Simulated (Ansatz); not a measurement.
In doubt: one-shot GW on d or f shells is unsure, so the values of those runs are not to be relied on.

Rows from a G0W0 calculation on GaCuSe2 (I-42d) (Ansatz 0.2.0; G0W0 on PBE, plane waves, PAW; 4×4×4 mesh, 443 empty bands, screening to 108 eV, hard PAW files), in eV. Spin-orbit coupling is left out.

```csv
row,k,band,start,Σx,Σc at the solution,Vxc
A,Γ,v1,9.692,-31.684,4.635,-26.741
B,Γ,c2,11.597,-9.610,-3.318,-12.900
C,Γ,v2,9.563,-31.251,4.535,-26.406
D,Γ,c1,9.927,-11.180,-3.463,-14.879
```

Give the quasiparticle energies and the shift of each level.

The quasiparticle equation reads E = start + Σx + Σc(E) − Vxc.

```csv
row,E (eV),shift (eV)
A,9.383,−0.309
B,11.569,−0.028
C,9.253,−0.310
D,10.163,+0.237
```

The gap over the computed points goes from 0.23 eV to 0.78 eV.

Limits: not at the basis limit; mesh may overstate the screening; d shell near the gap, gap tends to lie low; no spin-orbit coupling; coarse k mesh.

[Paths, hosts, dates, memory and timing lines, banners, echoed tables and standing remarks are left out of the program output.]

[Logs are printed without paths, hosts, clocks, repeated set-up lines and the standing remarks that a program may print on its own settings, such as how far it seeks lower states.]

[Runs of the session that timed out or met a known fault of the program may be left out.]

[Cells called generated may have been cut or substituted from an entry of the Crystallography Open Database or the Materials Project.]

[Hosts, paths, dates, database ids (printed as entryN), source tags and the programs' standing remarks are cut or masked in the printed files.]
